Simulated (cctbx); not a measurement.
**Accept or mend?**

Cell a = 3.5230 Å, b = 15.4430 Å, c = 9.4920 Å, α = 90.00°, β = 90.00°, γ = 90.00°; space group Cmcm (no. 63).

The data are simulated with cctbx, not measured: Mo Kα, λ = 0.71073 Å, to d = 0.7 Å, 80 % of the full sphere, strongest reflection 40000 counts, noise from counting, a 2 % proportional error and a noise floor of 2 counts (s.d.); no absorption.

An isotropic refinement with weights 1/σ² prints:

```text
Rint 0.020, 475 unique reflections to 0.70 A
cycle     R1     wR2    GooF  max shift (A)
   1  0.8447  0.9786  53.596   1.69708
  10  0.0200  0.0519   2.845   0.02216
final R1 0.0189 wR2 0.0491 GooF 2.691  parameters 17  data/parameter 27.9
atom        x        y        z      Ueq    occ   su(xyz)  su(Uiso or U11)
Re1    0.00000  0.05020  0.75000   0.0188  1.000  0.00003  0.0001
Er1    0.50000  0.39070  0.93433   0.0189  1.000  0.00004  0.0001
Ho1    0.00000  0.24447  0.75000   0.0170  1.000  0.00003  0.0001
B1     0.00000  0.45417  0.75000   0.0661  1.000  0.00214  0.0075
B2     0.50000  0.01861  0.90011   0.0388  1.000  0.00161  0.0028
B3     0.50000  0.13928  0.75000   0.2106  1.000  0.00695  0.0442
B4     0.50000  0.23111  0.96688   0.0423  1.000  0.00175  0.0031
difference map: max 7.01 min -1.12 rms 0.36
Q1    0.0000  0.3652  0.1564    8    7.17  0.89 A from B3
Q2    0.0000  0.4537  0.7500    4    3.19  0.01 A from B1
Q3    0.0000  0.2221  0.2500    4    0.62  1.84 A from Ho1
Q4    0.0000  0.2616  0.7500    4    0.62  0.27 A from Ho1
Q5    0.0000  0.3295  0.0067    8    0.60  0.97 A from B4
Q6    0.0000  0.3780  0.7500    4    0.58  1.18 A from B1
```

Q: Accept it or mend it, and why?

Mend it. The fault: start far from the minimum. Against the right model at the same level, R1 goes from 0.0072 to 0.0189 and GooF from 0.95 to 2.69, B3 takes U = 0.21 Å², U of B1 swells from 0.0370 to 0.0661 Å² and the top difference peak, 7.2 e/Å³, lies 0.89 Å from B3. Least squares finds the nearest minimum, not the best. The fit had not settled when the cycles ran out.

The compound is HoEr2ReB7. The right model at the same level gives:

```text
Rint 0.020, 475 unique reflections to 0.70 A
cycle     R1     wR2    GooF  max shift (A)
   1  0.3832  0.7195  39.451   0.10665
   3  0.0072  0.0174   0.952   0.00000
final R1 0.0072 wR2 0.0174 GooF 0.952  parameters 18  data/parameter 26.4
atom        x        y        z      Ueq    occ   su(xyz)  su(Uiso or U11)
Re1    0.00000  0.05021  0.75000   0.0189  1.000  0.00001  0.0000
Er1    0.50000  0.39070  0.93428   0.0189  1.000  0.00001  0.0000
Ho1    0.00000  0.24449  0.75000   0.0170  1.000  0.00001  0.0000
B1     0.00000  0.45422  0.75000   0.0370  1.000  0.00046  0.0014
B2     0.50000  0.01814  0.59987   0.0383  1.000  0.00057  0.0010
B3     0.50000  0.13502  0.65823   0.0463  1.000  0.00069  0.0012
B4     0.50000  0.23090  0.96798   0.0419  1.000  0.00064  0.0011
difference map: max 0.55 min -0.63 rms 0.13
Q1    0.0000  0.1974  0.1622    8    0.55  1.64 A from Er1
Q2    0.0000  0.3281  0.0083    8    0.52  0.94 A from B4
Q3    0.0000  0.2229  0.2500    4    0.46  1.83 A from Ho1
Q4    0.0000  0.3765  0.7500    4    0.46  1.20 A from B1
Q5    0.2163  0.0214  0.2500    8    0.45  1.07 A from B1
Q6    0.1830  0.2368  0.7500    8    0.44  0.66 A from Ho1
```

Isotropic U is held between 0.0001 and 1 Å² by the program, and listed peak heights are interpolated, so they can pass the grid's maximum.

The model is made up (kin elements in a known structure type, no relaxation), so it says nothing on whether the phase exists.

[Middle refinement cycles are left out of these outputs.]

[Logs are printed without paths, hosts, clocks, repeated set-up lines and the standing remarks that a program may print on its own settings, such as how far it seeks lower states.]
